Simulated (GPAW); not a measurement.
# How CoSi2 absorbs and reflects light

Aim: the dielectric function of CoSi2, and the optical constants that follow from it. The cell comes from an older database entry, whose edges can differ from later determinations, mostly by under a per cent.

Calculated with GPAW 26.7.0; DFT, PBE, plane-wave PAW (GPAW data sets), scalar-relativistic, RPA, optical limit.

Report form: the programs' logs are mostly left out.

The database entry behind the starting cell differs from later determinations by our own check (0.1 to 0.3 % short, probably kX units), so it need not match the best structure at ambient conditions.

**1. Starting point**

The structure is cubic, space group Fm-3m (No. 225). Conventional cell: a = 5.356 Å, b = 5.356 Å, c = 5.356 Å, α = 90.00°, β = 90.00°, γ = 90.00°. Nearest to Co lie 8 Si at 2.32 Å. Nearest to Si lie 4 Co at 2.32 Å. Farther neighbours are not listed.

**2. Ground state**

The self-consistent density comes first; it also tells whether there is a gap, which decides the occupations and the need for a Drude term.

This step: DFT, PBE, plane-wave PAW (GPAW data sets), scalar-relativistic, ground state (GPAW 26.7.0).

File gs.py:

```python
from ase import Atoms
from ase.dft.bandgap import bandgap
from gpaw import GPAW, PW, FermiDirac

atoms = Atoms(['Co', 'Si', 'Si'],
              cell=[[0.000000000000, 2.678000000000, 2.678000000000],
                    [2.678000000000, 0.000000000000, 2.678000000000],
                    [2.678000000000, 2.678000000000, 0.000000000000]],
              scaled_positions=[[0.000000000000, 0.000000000000, 0.000000000000],
                                [0.750000000000, 0.750000000000, 0.750000000000],
                                [0.250000000000, 0.250000000000, 0.250000000000]],
              pbc=[True, True, True])
atoms.set_initial_magnetic_moments([2.0, 0.0, 0.0])
atoms.calc = GPAW(mode=PW(500), xc='PBE', kpts={'size': (7, 7, 7), 'gamma': True},
                  occupations=FermiDirac(0.05), maxiter=150, txt='gs.txt')
print('energy (eV)', atoms.get_potential_energy())
print('Fermi level (eV)', atoms.calc.get_fermi_level())
print('valence electrons', atoms.calc.get_number_of_electrons())
print('gap (eV)', bandgap(atoms.calc, output=None)[0])
print('direct gap (eV)', bandgap(atoms.calc, direct=True, output=None)[0])
print('moments', atoms.get_magnetic_moments().round(3).tolist())
atoms.calc.write('gs.gpw')
```

Launch:

```bash
> OMP_NUM_THREADS=1 python gs.py
```

Elapsed: 14 s, on 1 thread of Arm Neoverse V1, shared host; peak memory 0.15 GiB.

This step gave:

- energy: -20.36 eV
- Fermi energy: 9.680 eV
- electrons: 17

There are states at the Fermi level within the smearing, so the occupations stay smeared and the carriers get a Drude term.

**3. Bands for the response**

At the fixed density, many empty bands are solved on the mesh of the response, since the spectrum sums over them.

This step: DFT, PBE, plane-wave PAW (GPAW data sets), scalar-relativistic, bands at fixed density (GPAW 26.7.0).

File nscf.py:

```python
from ase.dft.bandgap import bandgap
from gpaw import GPAW, FermiDirac

calc = GPAW('gs.gpw').fixed_density(kpts={'size': (16, 16, 16), 'gamma': True}, nbands=36, convergence={'bands': 30},
                                    occupations=FermiDirac(0.05), txt='nscf.txt')
print('gap (eV)', bandgap(calc, output=None)[0])
print('direct gap (eV)', bandgap(calc, direct=True, output=None)[0])
print('top band over the Fermi level (eV)', min(calc.get_eigenvalues(kpt=k)[29] for k in range(len(calc.get_ibz_k_points()))) - calc.get_fermi_level())
calc.write('full.gpw', mode='all')
```

Launch:

```bash
> OMP_NUM_THREADS=1 python nscf.py
```

Elapsed: 8.7 min, on 1 thread; peak memory 0.35 GiB.

**4. Dielectric function, RPA**

Transitions between filled and empty bands, summed over the zone, give the optical response, so mesh, band count and broadening shape it.

The induced potential is part of this response.

This step: DFT, PBE, plane-wave PAW (GPAW data sets), scalar-relativistic, RPA, optical limit (GPAW 26.7.0).

File df.py:

```python
from gpaw.response.df import DielectricFunction

df = DielectricFunction('full.gpw', frequencies={'type': 'nonlinear', 'domega0': 0.03, 'omega2': 8},
                        ecut=30,
                        eta=0.1,
                        nbands=30,
                        rate=0.03,
                        txt='df.txt')
for direction in ['x']:
    df.get_dielectric_function(xc='RPA', direction=direction, filename=f'df_{direction}.csv')
```

Launch:

```bash
> OMP_NUM_THREADS=1 python df.py
```

The job ended after 29 s (1 thread; peak memory 0.25 GiB).

Numbers from this step:

```
main peak of the optical conductivity above 1 eV, first axis : 6.008 eV
centre of weight of the strongest loss peak in the window    : 20.29 eV
```

The Im ε, E ∥ x by photon energy; read off at these points:

photon energy (eV), Im ε, E ∥ x and a bar:
```
     0.50         48 ##############################
     1.00          9 ######
     1.50          5 ###
     2.00          7 ####
     2.50         10 ######
     2.94         14 #########
     3.00         14 #########
     3.50          9 #####
     4.00         10 ######
     4.16         12 #######
     4.50         10 ######
     5.00         11 #######
     5.42         19 ############
     5.50         19 ###########
     6.00         18 ###########
     6.50         10 ######
     7.00          8 #####
     7.50          6 ####
     8.00          5 ###
     8.50          4 ##
     9.00          3 ##
     9.50          2 #
    10.00          2 #
    10.50          2 #
    11.00          2 #
    11.50          2 #
    12.00          1 #
    12.50          1 #
    13.00          1 
    13.50          1 
    14.00          1 
    14.50          1 
    15.00          1 
    15.50          0 
    16.00          0 
    16.50          0 
    17.00          0 
    17.50          0 
    18.00          0 
    18.50          0 
    19.00          0 
    19.50          0 
    20.00          0 
    20.50          0 
    21.00          0 
    21.50          0 
    22.00          0 
    22.50          0 
    23.00          0 
    23.50          0 
    24.00          0 
    24.50          0 
    25.00          0 
    25.50          0 
    26.00          0
```

Re ε, E ∥ x against photon energy:

```
photon energy (eV)  Re ε, E ∥ x
                 1        -29.3
                 2         5.48
                 3         3.39
                 4         6.10
                 5         7.13
                 6        -2.92
                 7        -5.27
                 8        -4.85
                 9        -4.03
                10        -3.12
                11        -2.29
                12        -1.94
                13        -1.48
                14        -1.08
                15       -0.805
                16       -0.597
                17       -0.410
                18       -0.228
                19      -0.0830
                20       0.0146
                21        0.114
                22        0.166
                23        0.238
                24        0.283
                25        0.350
                26        0.388
```

The refractive index n and extinction k by photon energy:

```
photon energy (eV)      n       k
               0.5   2.10    11.5
               1.0  0.842    5.47
               1.5   1.01    2.33
               2.0   2.65    1.25
               2.5   3.52    1.48
               3.0   2.98    2.34
               3.5   2.63    1.70
               4.0   2.99    1.68
               4.5   2.75    1.77
               5.0   3.21    1.78
               5.5   3.10    2.99
               6.0   2.73    3.22
               6.5   1.61    3.26
               7.0   1.41    2.70
               7.5   1.18    2.64
               8.0   1.07    2.45
               8.5  0.893    2.30
               9.0  0.721    2.13
               9.5  0.613    1.94
              10.0  0.575    1.86
              10.5  0.535    1.70
              11.0  0.507    1.59
              11.5  0.489    1.59
              12.0  0.412    1.45
              12.5  0.362    1.35
              13.0  0.310    1.25
              13.5  0.306    1.18
              14.0  0.293    1.08
              14.5  0.293    1.00
              15.0  0.281   0.940
              15.5  0.286   0.853
              16.0  0.268   0.818
              16.5  0.278   0.733
              17.0  0.271   0.695
              17.5  0.244   0.617
              18.0  0.255   0.541
              18.5  0.300   0.460
              19.0  0.322   0.432
              19.5  0.342   0.407
              20.0  0.367   0.347
              20.5  0.365   0.296
              21.0  0.429   0.265
              21.5  0.446   0.239
              22.0  0.462   0.218
              22.5  0.488   0.196
              23.0  0.514   0.159
              23.5  0.540   0.155
              24.0  0.548   0.135
              24.5  0.583   0.125
              25.0  0.602   0.116
              25.5  0.612   0.110
              26.0  0.630  0.0953
```

Table of loss function −Im 1/ε at q → 0, E ∥ x by energy loss; read off at these points:

```
energy loss (eV)  loss function −Im 1/ε at q → 0, E ∥ x
             1.0                                0.00982
             2.0                                 0.0897
             3.0                                 0.0677
             4.0                                 0.0727
             5.0                                 0.0631
             6.0                                 0.0553
             7.0                                 0.0888
             8.0                                  0.103
             9.0                                  0.120
            10.0                                  0.150
            11.0                                  0.206
            12.0                                  0.230
            13.0                                  0.279
            14.0                                  0.403
            15.0                                  0.570
            16.0                                  0.800
            17.0                                   1.22
            18.0                                   2.16
            19.0                                   3.29
            19.8                                   4.21
            20.0                                   3.91
            20.6                                   4.45
            21.0                                   3.52
            22.0                                   2.96
            23.0                                   1.96
            24.0                                   1.46
            25.0                                  0.986
            26.0                                  0.728
```

The Im ε, E ∥ x has structure finer than the step of the table below, so its rows give means over 1 eV, whole bins alone (the curve runs from 0.305 to 26.3 eV). Peaks (eV: height): without local fields 2.9: 14.5, 4.2: 12.3, 5.4: 19.9; with local fields 2.9: 14.5, 4.2: 12.1, 5.4: 19.4.

Im ε, E ∥ x against photon energy; means over each step:

```
photon energy (eV)  without local fields  with local fields
                 1                  14.6               14.6
                 2                  6.53               6.42
                 3                  12.2               12.1
                 4                  10.5               10.3
                 5                  13.6               13.2
                 6                  15.6               15.5
                 7                  8.10               7.91
                 8                  5.22               5.03
                 9                  3.25               3.15
                10                  2.21               2.14
                11                  1.68               1.68
                12                  1.17               1.17
                13                 0.846              0.839
                14                 0.629              0.634
                15                 0.516              0.524
                16                 0.440              0.443
                17                 0.368              0.366
                18                 0.281              0.280
                19                 0.278              0.281
                20                 0.229              0.245
                21                 0.226              0.215
                22                 0.214              0.202
                23                 0.183              0.173
                24                 0.161              0.155
                25                 0.139              0.141
```

Optical constants at common wavelengths, from n + ik = √ε:

```
wavelength (nm)     n      k  R (%)     1/α
           1550  1.05  7.289   92.7   17 nm
           1064  0.79  4.391   85.9   19 nm
            532  3.05  1.175   31.4   36 nm
            450  3.38  2.065   42.4   17 nm
            405  2.79  2.302   43.2   14 nm
            365  2.65  1.868   37.0   16 nm
            193  1.80  3.340   62.1  4.6 nm
```

A polished face would reflect 32 % of daylight and look faintly blue (CIE x = 0.285, y = 0.295 under D65).

**5. Results**

```yaml
main_peak_of_the_optical_conductivity_above_1_ev_first_axis: 6.01 eV
centre_of_weight_of_the_strongest_loss_peak_in_the_window_first_axis: 20.3 eV
```

What this shows: At this level (PBE, RPA) CoSi2 is a metal; it reflects 31 % at 550 nm. A polished face would reflect 32 % of daylight and look faintly blue (CIE x = 0.285, y = 0.295 under D65). The carriers' damping of 0.03 eV is typed, not computed; it shapes the response at the lowest energies. The magnetic state comes from one start and need not be the lowest. The sum runs over mesh points, so small or evenly spaced maxima can still be ripples of the mesh. The curves end at 26 eV, about where the summed bands run out. In this version of GPAW the matrix elements of the optical limit are incomplete, which can lower ε − 1 by up to a tenth where first-row anions or d states rule, and shift it by more in d metals. GPAW's carrier term has the form −ωp²/(ω + i·rate)², which damps like twice the rate and fails at low energy, so the curves leave the lowest energies out.

[Machine, clock and banner lines and Python warnings are left out of the logs.]

[Logs are printed without paths, hosts, clocks, repeated set-up lines and the standing remarks that a program may print on its own settings, such as how far it seeks lower states.]

[Hosts, paths, dates, database ids (printed as entryN), source tags and the programs' standing remarks are cut or masked in the printed files.]
